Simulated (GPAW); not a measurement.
# Sn K-edge XANES of SnO2 (Pnnm), part 3 of 3

Aim: the dependence of the Sn K near-edge features of SnO2 (Pnnm) on volume.

GPAW 26.7.0; X-ray absorption from dipole matrix elements to empty bands, plane-wave PAW LDA.

So far. Step 4 (Spectrum with FCH, Sn atom 1): Main maxima below 30 eV (height): 8.2 eV (1.61). A K edge sees empty p states on the absorber. Step 4 (Spectrum with FCH, Sn atom 1): The energy difference (zero at 29255 eV) isn't read as a photon energy: for so heavy an absorber the terms left out (the hole's spin, the functional's error) amount to tens of eV or more.

**6. Spectrum with FCH, Sn atom 1**

Shorter bonds are expected to push antibonding states and scattering resonances up, and longer ones down; the cell is scaled to test that.

Changed against the first core-hole run: volume scale from 1 to 0.91.

xas.py reads:

```python
import numpy as np
from ase import Atoms
from ase.parallel import parprint, paropen
from gpaw import GPAW, PW, FermiDirac, Mixer, MixerDif, setup_paths
from gpaw.test import gen
setup_paths.insert(0, '.')
gen('Sn', name='fch1s', xcname='LDA', corehole=(1, 0, 1), write_xml=True)
from gpaw.mpi import world
world.barrier()

atoms = Atoms('Sn4O8',
    cell=[[-4.63982537, 0, -3.14059904],
     [4.63982537, 0, -3.14059904],
     [0, -4.71597155, -3.14059904]],
    scaled_positions=[[0, 0, 0],
     [0.5, 0.5, 0],
     [0.75, 0.25, 0.5],
     [0.25, 0.75, 0.5],
     [0.9854065, 0.6935515, 0.321042],
     [0.4854065, 0.1935515, 0.321042],
     [0.0564485, 0.2645935, 0.178958],
     [0.5564485, 0.7645935, 0.178958],
     [0.4435515, 0.2354065, 0.821042],
     [0.9435515, 0.7354065, 0.821042],
     [0.0145935, 0.3064485, 0.678958],
     [0.5145935, 0.8064485, 0.678958]],
    pbc=True)
atoms.calc = calc = GPAW(legacy_gpaw=True, mode=PW(500), xc='LDA', setups={0: 'fch1s'},
    kpts={'size': (3, 3, 3), 'gamma': True}, occupations=FermiDirac(0.02),
    charge=0, mixer=Mixer(0.1, 5, 50), maxiter=150,
    convergence={'density': 0.0001}, txt='scf.txt')
energy = atoms.get_potential_energy() + calc.get_reference_energy()
ef = calc.get_fermi_level()
out = dict(energy=energy, fermi=ef, forces=atoms.get_forces().tolist())
parprint(f'all-electron energy {energy:.4f} eV, Fermi level {ef:.4f} eV')
ev = np.array([[calc.get_eigenvalues(k, s) for k in range(len(calc.get_ibz_k_points()))] for s in range(calc.get_number_of_spins())])
out['homo'], out['lumo'], out['counts'] = ev[ev < ef].max(), ev[ev > ef].min(), sorted(set((ev < ef).sum((0, 2)).tolist()))
out['filled'] = (ev[:, 0] < ef).sum(1).tolist()

from ase.units import Ha
from gpaw.xas import dipole_matrix_elements
nb = int(calc.get_number_of_electrons() / 2) + 85
top, nb = nb, nb + 8 + nb // 12
nscf = calc.fixed_density(kpts={'size': (4, 4, 4), 'gamma': True}, nbands=nb,
    convergence={'bands': top, 'eigenstates': 1e-5}, maxiter=60, txt='nscf.txt')
cell = atoms.cell.array
ops = [cell.T @ U.T @ np.linalg.inv(cell.T) for U in nscf.wfs.kd.symmetry.op_scc]
filled = [52]  # bands filled in the ground state, by spin
E = np.arange(-6, 34, 0.1)
fwhm = np.interp(E, [4, 25], [8.49, 8.49])
Y, X, zero, highest = 0, 0, 1e9, 1e9
for spin in range(nscf.get_number_of_spins()):
    wfs = nscf.wfs
    A = dipole_matrix_elements(wfs.setups[0])
    eps = np.zeros((wfs.kd.nibzkpts, nb))
    d = np.zeros((3, A.shape[1], wfs.kd.nibzkpts, nb), complex)
    for kpt in wfs.kpt_u:
        if kpt.s == spin and 0 in kpt.P_ani:
            eps[kpt.k] = kpt.eps_n * Ha
            d[:, :, kpt.k] = (kpt.weight * wfs.nspins / 2) ** 0.5 * np.inner(A, kpt.P_ani[0])
    world.sum(eps)
    world.sum(d)
    T = np.einsum('amkn,bmkn->abkn', d, d.conj()).real
    T = sum(np.einsum('ai,ijkn,bj->abkn', R, T, R) for R in ops) / len(ops)
    empty = np.ones_like(eps, bool) & (np.arange(nb) >= filled[spin])
    zero, highest = min(zero, eps[empty].min()), min(highest, eps[:, top - 1].min())
    lines = [(eps, T, empty)] if spin == 0 else lines + [(eps, T, empty)]
for eps, T, empty in lines:
    f = np.einsum('aakn->akn', T).reshape(3, -1)
    x = eps.ravel() - zero
    w = np.interp(x, E, fwhm) / 2.35482
    g = np.exp(-0.5 * ((E[:, None] - x) / w) ** 2) / (w * (2 * np.pi) ** 0.5)
    Y = Y + (f * empty.ravel()) @ g.T
    X = X + (f * ~empty.ravel()) @ g.T
out.update(E=E.round(2).tolist(), xas=Y.tolist(), xes=X.tolist(), zero=zero, valid=highest - zero, nk=len(eps), nb=nb)
for i in range(0, len(E), 10):
    parprint(f'{E[i]:7.2f}', *(f'{v:10.3e}' for v in Y[:, i]))
import json
with paropen('out.json', 'w') as f:
    json.dump(out, f)
```

Started as:

```console
$ OMP_NUM_THREADS=1 mpirun -n 2 gpaw python xas.py
```

Numbers of over 12 decimals in the logs are rounded to 6 here.

Log:

```text
Input parameters:
  convergence: {density: 0.0001}
  kpts: {gamma: True,
         size: (3, 3, 3)}
  maxiter: 150
  mixer: {backend: pulay,
          beta: 0.1,
          method: separate,
          nmaxold: 5,
          weight: 50}
  mode: {ecut: 500.0,
         name: pw}
  occupations: {fixmagmom: False,
                name: fermi-dirac,
                width: 0.02}
  setups: {0: fch1s}

Initialize ...

[...]
*d    :    -0.556882
--------------------------------

Diagonalizing with gridspacing h=0.050

state   all-electron     PAW
-------------------------------
5s:      -0.761474    -0.762236
5p:      -0.450294    -0.451667
4d:      -1.556882    -1.557625
*f:                   -0.025424
-------------------------------
all-electron energy -658522.0150 eV, Fermi level 6.7818 eV
[...]
32.00  9.725e-09  1.009e-08  7.904e-09
  33.00  8.962e-09  9.687e-09  7.378e-09
[key lines of the parts left out:]
Converged after 14 iterations.
Dipole moment: (0.000000, 0.000000, 0.000000) |e|*Ang
Free energy:   -100.920902
Fermi level: 6.78178
```

Elapsed: 2.6 min, on 2 MPI ranks of Arm Neoverse V2, shared host; peak memory 0.46 GiB; 5.1 min of CPU time.

```
E (eV)  first run  this run
  -2.0       0.08      0.08
  -1.0       0.14      0.14
   0.0       0.23      0.23
   1.0       0.37      0.35
   2.0       0.54      0.52
   3.0       0.75      0.72
   4.0       0.98      0.94
   5.0       1.21      1.15
   6.0       1.40      1.34
   7.0       1.54      1.48
   8.0       1.60      1.55
   9.0       1.59      1.56
  10.0       1.50      1.49
  11.0       1.36      1.38
  12.0       1.21      1.24
  13.0       1.05      1.10
  14.0       0.91      0.97
  15.0       0.81      0.86
  16.0       0.73      0.78
  17.0       0.67      0.72
  18.0       0.63      0.68
  19.0       0.61      0.65
  20.0       0.59      0.62
  21.0       0.58      0.61
  22.0       0.57      0.60
  23.0       0.57      0.59
  24.0       0.57      0.59
  25.0       0.56      0.59
  26.0       0.55      0.58
  27.0       0.53      0.57
  28.0       0.50      0.54
  29.0       0.47      0.51
  30.0       0.44      0.48
  31.0       0.42      0.44
  32.0       0.41      0.41
```

This run also has another mesh (4×4×4 against 3×3×3), so the 4 % r.m.s. difference can't be laid on the changed setting alone. The highest intensity below 24 eV goes from 8.2 eV (1.61) to 8.6 eV (1.56).

The photon energy of the zero moves by +0.32 eV.

**7. Supercell without a hole, the energy reference**

The cell changes for the next run, so it gets a reference energy of its own.

The cell differs from the one that the last finished run ended in (a 5.603 → 5.664 Å, b 5.603 → 5.664 Å, c 5.666 → 5.728 Å).

scf.py reads:

```python
import numpy as np
from ase import Atoms
from ase.parallel import parprint, paropen
from gpaw import GPAW, PW, FermiDirac, Mixer, MixerDif, setup_paths
from gpaw.test import gen
setup_paths.insert(0, '.')
gen('Sn', name='nch1s', xcname='LDA', corehole=(1, 0, 0), write_xml=True)
from gpaw.mpi import world
world.barrier()

atoms = Atoms('Sn4O8',
    cell=[[-4.69026221, 0, -3.17473866],
     [4.69026221, 0, -3.17473866],
     [0, -4.76723612, -3.17473866]],
    scaled_positions=[[0, 0, 0],
     [0.5, 0.5, 0],
     [0.75, 0.25, 0.5],
     [0.25, 0.75, 0.5],
     [0.9854065, 0.6935515, 0.321042],
     [0.4854065, 0.1935515, 0.321042],
     [0.0564485, 0.2645935, 0.178958],
     [0.5564485, 0.7645935, 0.178958],
     [0.4435515, 0.2354065, 0.821042],
     [0.9435515, 0.7354065, 0.821042],
     [0.0145935, 0.3064485, 0.678958],
     [0.5145935, 0.8064485, 0.678958]],
    pbc=True)
atoms.calc = calc = GPAW(legacy_gpaw=True, mode=PW(500), xc='LDA', setups={0: 'nch1s'},
    kpts={'size': (3, 3, 3), 'gamma': True}, occupations=FermiDirac(0.02),
    charge=0, mixer=Mixer(0.1, 5, 50), maxiter=150,
    convergence={'density': 0.0001}, txt='scf.txt')
energy = atoms.get_potential_energy() + calc.get_reference_energy()
ef = calc.get_fermi_level()
out = dict(energy=energy, fermi=ef, forces=atoms.get_forces().tolist())
parprint(f'all-electron energy {energy:.4f} eV, Fermi level {ef:.4f} eV')
ev = np.array([[calc.get_eigenvalues(k, s) for k in range(len(calc.get_ibz_k_points()))] for s in range(calc.get_number_of_spins())])
out['homo'], out['lumo'], out['counts'] = ev[ev < ef].max(), ev[ev > ef].min(), sorted(set((ev < ef).sum((0, 2)).tolist()))
out['filled'] = (ev[:, 0] < ef).sum(1).tolist()
import json
with paropen('out.json', 'w') as f:
    json.dump(out, f)
```

Started as:

```console
$ OMP_NUM_THREADS=1 mpirun -n 2 gpaw python scf.py
```

Log:

```text
Input parameters:
  convergence: {density: 0.0001}
  kpts: {gamma: True,
         size: (3, 3, 3)}
  maxiter: 150
  mixer: {backend: pulay,
          beta: 0.1,
          method: separate,
          nmaxold: 5,
          weight: 50}
  mode: {ecut: 500.0,
         name: pw}
  occupations: {fixmagmom: False,
                name: fermi-dirac,
                width: 0.02}
  setups: {0: nch1s}

Initialize ...

[...]
*s    :     0.603157
5p(2) :    -0.142200     1.024228
*p    :     0.857800
4d(10):    -0.952163     0.215312
*d    :     0.047837
--------------------------------

Diagonalizing with gridspacing h=0.050

state   all-electron     PAW
-------------------------------
5s:      -0.396843    -0.397377
5p:      -0.142200    -0.142842
4d:      -0.952163    -0.953074
*f:                    0.066259
-------------------------------
all-electron energy -687769.9706 eV, Fermi level 6.4365 eV
[key lines of the parts left out:]
Converged after 13 iterations.
Dipole moment: (-0.000000, -0.000000, -0.000000) |e|*Ang
Free energy:    -84.358765
Fermi level: 6.43648
```

It took 28 s on 2 MPI ranks; peak memory 0.28 GiB; 56 s of CPU time.

Reference energy: -687769.971 eV with the cores included.

**8. Spectrum with FCH, Sn atom 1**

Shorter bonds are expected to push antibonding states and scattering resonances up, and longer ones down; the cell is scaled to test that.

Changed against the first core-hole run: volume scale from 1 to 0.94.

Edit xas.py of step 6 so:

```diff
@@ -11,5 +11,5 @@
 atoms = Atoms('Sn4O8',
-    cell=[[-4.63982537, 0, -3.14059904],
-     [4.63982537, 0, -3.14059904],
-     [0, -4.71597155, -3.14059904]],
+    cell=[[-4.69026221, 0, -3.17473866],
+     [4.69026221, 0, -3.17473866],
+     [0, -4.76723612, -3.17473866]],
     scaled_positions=[[0, 0, 0],
@@ -41,3 +41,3 @@
 from gpaw.xas import dipole_matrix_elements
-nb = int(calc.get_number_of_electrons() / 2) + 85
+nb = int(calc.get_number_of_electrons() / 2) + 87
 top, nb = nb, nb + 8 + nb // 12
```

Started as:

```console
$ OMP_NUM_THREADS=1 mpirun -n 2 gpaw python xas.py
```

Log:

```text
Input parameters:
  convergence: {density: 0.0001}
  kpts: {gamma: True,
         size: (3, 3, 3)}
  maxiter: 150
  mixer: {backend: pulay,
          beta: 0.1,
          method: separate,
          nmaxold: 5,
          weight: 50}
  mode: {ecut: 500.0,
         name: pw}
  occupations: {fixmagmom: False,
                name: fermi-dirac,
                width: 0.02}
  setups: {0: fch1s}

Initialize ...

[...]
*d    :    -0.556882
--------------------------------

Diagonalizing with gridspacing h=0.050

state   all-electron     PAW
-------------------------------
5s:      -0.761474    -0.762236
5p:      -0.450294    -0.451667
4d:      -1.556882    -1.557625
*f:                   -0.025424
-------------------------------
all-electron energy -658521.5151 eV, Fermi level 6.1382 eV
[...]
32.00  9.490e-09  9.992e-09  7.810e-09
  33.00  8.875e-09  9.723e-09  7.417e-09
[key lines of the parts left out:]
Converged after 16 iterations.
Dipole moment: (-0.000000, 0.000000, -0.000000) |e|*Ang
Free energy:   -100.420995
Fermi level: 6.13824
```

The job ended after 2.7 min (2 MPI ranks; peak memory 0.46 GiB).

```
E (eV)  first run  this run
  -2.0       0.08      0.08
  -1.0       0.14      0.13
   0.0       0.23      0.22
   1.0       0.37      0.35
   2.0       0.54      0.52
   3.0       0.75      0.72
   4.0       0.98      0.94
   5.0       1.21      1.16
   6.0       1.40      1.36
   7.0       1.54      1.50
   8.0       1.60      1.57
   9.0       1.59      1.57
  10.0       1.50      1.50
  11.0       1.36      1.38
  12.0       1.21      1.24
  13.0       1.05      1.09
  14.0       0.91      0.96
  15.0       0.81      0.85
  16.0       0.73      0.76
  17.0       0.67      0.70
  18.0       0.63      0.66
  19.0       0.61      0.63
  20.0       0.59      0.61
  21.0       0.58      0.60
  22.0       0.57      0.59
  23.0       0.57      0.59
  24.0       0.57      0.58
  25.0       0.56      0.58
  26.0       0.55      0.57
  27.0       0.53      0.55
  28.0       0.50      0.53
  29.0       0.47      0.50
  30.0       0.44      0.47
  31.0       0.42      0.43
  32.0       0.41      0.41
```

This run also has another mesh (4×4×4 against 3×3×3), so the 3 % r.m.s. difference can't be laid on the changed setting alone. The highest intensity below 24 eV goes from 8.2 eV (1.61) to 8.4 eV (1.58).

The photon energy of the zero moves by +0.16 eV.

**9. Reference energy of the supercell**

The cell changes for the next run, so it gets a reference energy of its own.

The cell differs from the one that the last finished run ended in (a 5.664 → 5.839 Å, b 5.664 → 5.839 Å, c 5.728 → 5.905 Å).

Edit scf.py of step 7 so:

```diff
@@ -11,5 +11,5 @@
 atoms = Atoms('Sn4O8',
-    cell=[[-4.69026221, 0, -3.17473866],
-     [4.69026221, 0, -3.17473866],
-     [0, -4.76723612, -3.17473866]],
+    cell=[[-4.83541306, 0, -3.27298819],
+     [4.83541306, 0, -3.27298819],
+     [0, -4.91476911, -3.27298819]],
     scaled_positions=[[0, 0, 0],
```

Started as:

```console
$ OMP_NUM_THREADS=1 mpirun -n 2 gpaw python scf.py
```

Log:

```text
Input parameters:
  convergence: {density: 0.0001}
  kpts: {gamma: True,
         size: (3, 3, 3)}
  maxiter: 150
  mixer: {backend: pulay,
          beta: 0.1,
          method: separate,
          nmaxold: 5,
          weight: 50}
  mode: {ecut: 500.0,
         name: pw}
  occupations: {fixmagmom: False,
                name: fermi-dirac,
                width: 0.02}
  setups: {0: nch1s}

Initialize ...

[...]
*s    :     0.603157
5p(2) :    -0.142200     1.024228
*p    :     0.857800
4d(10):    -0.952163     0.215312
*d    :     0.047837
--------------------------------

Diagonalizing with gridspacing h=0.050

state   all-electron     PAW
-------------------------------
5s:      -0.396843    -0.397377
5p:      -0.142200    -0.142842
4d:      -0.952163    -0.953074
*f:                    0.066259
-------------------------------
all-electron energy -687769.1369 eV, Fermi level 4.8564 eV
[key lines of the parts left out:]
Converged after 12 iterations.
Dipole moment: (-0.000000, -0.000000, -0.000000) |e|*Ang
Free energy:    -83.525122
Fermi level: 4.85638
```

Elapsed: 25 s, on 2 MPI ranks; peak memory 0.29 GiB; 49 s of CPU time.

Reference energy: -687769.137 eV with the cores included.

**10. Spectrum with FCH, Sn atom 1**

Shorter bonds are expected to push antibonding states and scattering resonances up, and longer ones down; the cell is scaled to test that.

Changed against the first core-hole run: volume scale from 1 to 1.03.

Edit xas.py of step 8 so:

```diff
@@ -11,5 +11,5 @@
 atoms = Atoms('Sn4O8',
-    cell=[[-4.69026221, 0, -3.17473866],
-     [4.69026221, 0, -3.17473866],
-     [0, -4.76723612, -3.17473866]],
+    cell=[[-4.83541306, 0, -3.27298819],
+     [4.83541306, 0, -3.27298819],
+     [0, -4.91476911, -3.27298819]],
     scaled_positions=[[0, 0, 0],
@@ -41,5 +41,5 @@
 from gpaw.xas import dipole_matrix_elements
-nb = int(calc.get_number_of_electrons() / 2) + 87
+nb = int(calc.get_number_of_electrons() / 2) + 95
 top, nb = nb, nb + 8 + nb // 12
-nscf = calc.fixed_density(kpts={'size': (4, 4, 4), 'gamma': True}, nbands=nb,
+nscf = calc.fixed_density(kpts={'size': (3, 3, 3), 'gamma': True}, nbands=nb,
     convergence={'bands': top, 'eigenstates': 1e-5}, maxiter=60, txt='nscf.txt')
```

Started as:

```console
$ OMP_NUM_THREADS=1 mpirun -n 2 gpaw python xas.py
```

Log:

```text
Input parameters:
  convergence: {density: 0.0001}
  kpts: {gamma: True,
         size: (3, 3, 3)}
  maxiter: 150
  mixer: {backend: pulay,
          beta: 0.1,
          method: separate,
          nmaxold: 5,
          weight: 50}
  mode: {ecut: 500.0,
         name: pw}
  occupations: {fixmagmom: False,
                name: fermi-dirac,
                width: 0.02}
  setups: {0: fch1s}

Initialize ...

[...]
*d    :    -0.556882
--------------------------------

Diagonalizing with gridspacing h=0.050

state   all-electron     PAW
-------------------------------
5s:      -0.761474    -0.762236
5p:      -0.450294    -0.451667
4d:      -1.556882    -1.557625
*f:                   -0.025424
-------------------------------
all-electron energy -658519.2100 eV, Fermi level 4.7461 eV
[...]
32.00  9.256e-09  1.014e-08  7.817e-09
  33.00  9.244e-09  1.031e-08  7.872e-09
[key lines of the parts left out:]
Converged after 17 iterations.
Dipole moment: (-0.000000, -0.000000, -0.000000) |e|*Ang
Free energy:    -98.115942
Fermi level: 4.74614
```

Wall time 90 s (2 MPI ranks); peak memory 0.4 GiB.

```
E (eV)  first run  this run
  -2.0       0.08      0.09
  -1.0       0.14      0.15
   0.0       0.23      0.26
   1.0       0.37      0.40
   2.0       0.54      0.58
   3.0       0.75      0.80
   4.0       0.98      1.03
   5.0       1.21      1.26
   6.0       1.40      1.45
   7.0       1.54      1.57
   8.0       1.60      1.61
   9.0       1.59      1.58
  10.0       1.50      1.47
  11.0       1.36      1.33
  12.0       1.21      1.16
  13.0       1.05      1.01
  14.0       0.91      0.88
  15.0       0.81      0.77
  16.0       0.73      0.70
  17.0       0.67      0.65
  18.0       0.63      0.61
  19.0       0.61      0.59
  20.0       0.59      0.58
  21.0       0.58      0.57
  22.0       0.57      0.56
  23.0       0.57      0.56
  24.0       0.57      0.56
  25.0       0.56      0.55
  26.0       0.55      0.53
  27.0       0.53      0.51
  28.0       0.50      0.49
  29.0       0.47      0.46
  30.0       0.44      0.43
  31.0       0.42      0.42
  32.0       0.41      0.41
```

The scaled spectrum changes by 3 % r.m.s. The highest intensity below 24 eV goes from 8.2 eV (1.61) to 8.0 eV (1.61).

The photon energy of the zero moves by +0.06 eV.

**11. The volumes side by side**

```
volume  nearest distance (Å)  shift of the zero (eV)  maximum 1 (eV above own zero)
  0.91                 2.028                   +0.32                            8.6
  0.94                 2.050                   +0.16                            8.4
     1                 2.092                   +0.00                            8.2
  1.03                 2.113                   +0.06                            8.0
```

The curves, each shifted by its zero's change so that they share one photon-energy axis, counted from the zero at V × 1:

```
E (eV)  V × 0.91  V × 0.94  V × 1  V × 1.03
  -2.0      0.06      0.07   0.08      0.09
  -1.0      0.11      0.12   0.14      0.15
   0.0      0.19      0.21   0.23      0.25
   1.0      0.31      0.33   0.37      0.39
   2.0      0.46      0.49   0.54      0.57
   3.0      0.65      0.68   0.75      0.79
   4.0      0.86      0.90   0.98      1.02
   5.0      1.08      1.13   1.21      1.25
   6.0      1.28      1.33   1.40      1.44
   7.0      1.44      1.48   1.54      1.57
   8.0      1.54      1.57   1.60      1.61
   9.0      1.56      1.58   1.59      1.58
  10.0      1.52      1.52   1.50      1.48
  11.0      1.42      1.40   1.36      1.34
  12.0      1.29      1.26   1.21      1.17
  13.0      1.14      1.11   1.05      1.02
  14.0      1.01      0.98   0.91      0.88
  15.0      0.89      0.86   0.81      0.78
  16.0      0.80      0.77   0.73      0.70
  17.0      0.73      0.71   0.67      0.65
  18.0      0.69      0.67   0.63      0.62
  19.0      0.65      0.64   0.61      0.59
  20.0      0.63      0.62   0.59      0.58
  21.0      0.61      0.60   0.58      0.57
  22.0      0.60      0.59   0.57      0.57
  23.0      0.60      0.59   0.57      0.56
  24.0      0.59      0.58   0.57      0.56
  25.0      0.59      0.58   0.56      0.55
  26.0      0.58      0.57   0.55      0.53
  27.0      0.57      0.56   0.53      0.51
  28.0      0.55      0.53   0.50      0.49
  29.0      0.52      0.50   0.47      0.46
  30.0      0.49      0.47   0.44      0.44
  31.0      0.45      0.44   0.42      0.42
  32.0      0.42      0.41   0.41      0.41
```

**12. Results**

| Property | Result |
| --- | --- |
| absorber and edge | Sn K, atom 1 of the ground-state input (counted from 1) |
| surroundings | 6 O at 2.09 Å (octahedral, site symmetry 2/m) |
| highest intensity below 24 eV | 8.2 eV above the zero, height 1.61 |

What this shows: From V × 0.91 to V × 1.03 the nearest distance grows by 0.085 Å and the zero moves by -0.27 eV. Above their own zero, the maxima move from 8.6 to 8.0 eV. The meshes differ between volumes, which adds to the changes. The Sn K edge of atom 1, with 6 O at 2.09 Å (octahedral, site symmetry 2/m), has its highest intensity of the first 24 eV at 8.2 eV above the zero, 1.6 times the mean level of the first 20 eV (Gaussian full width 8.49 eV). At the Sn K edge of atom 1 polarisation matters most near 11.2 eV, where the curves differ by 0.3 on this scale. The script folds with a Gaussian, whereas the core hole's own line is a Lorentzian, so the onset is too steep and the first peak too high. The holes are only 5.8 Å apart, so the shape is probably not converged with cell size; no larger cell was run here. The structure is a computed Materials Project entry and may be a hypothetical form.

[Banner, clock and machine lines of the logs are left out without a mark of their own.]

[Logs are printed without paths, hosts, clocks, repeated set-up lines and the standing remarks that a program may print on its own settings, such as how far it seeks lower states.]

[Hosts, paths, dates, database ids (printed as entryN), source tags and the programs' standing remarks are cut or masked in the printed files.]

[Lists of maxima count a maximum above −3 eV only where it reaches 4 % of the highest in the window and stands out from its surroundings by 2 % of it (1.5 % where it reaches 55 %); shoulders and weaker maxima are passed over, and of the rest the first, up to two pre-edge ones and the few strongest are named.]
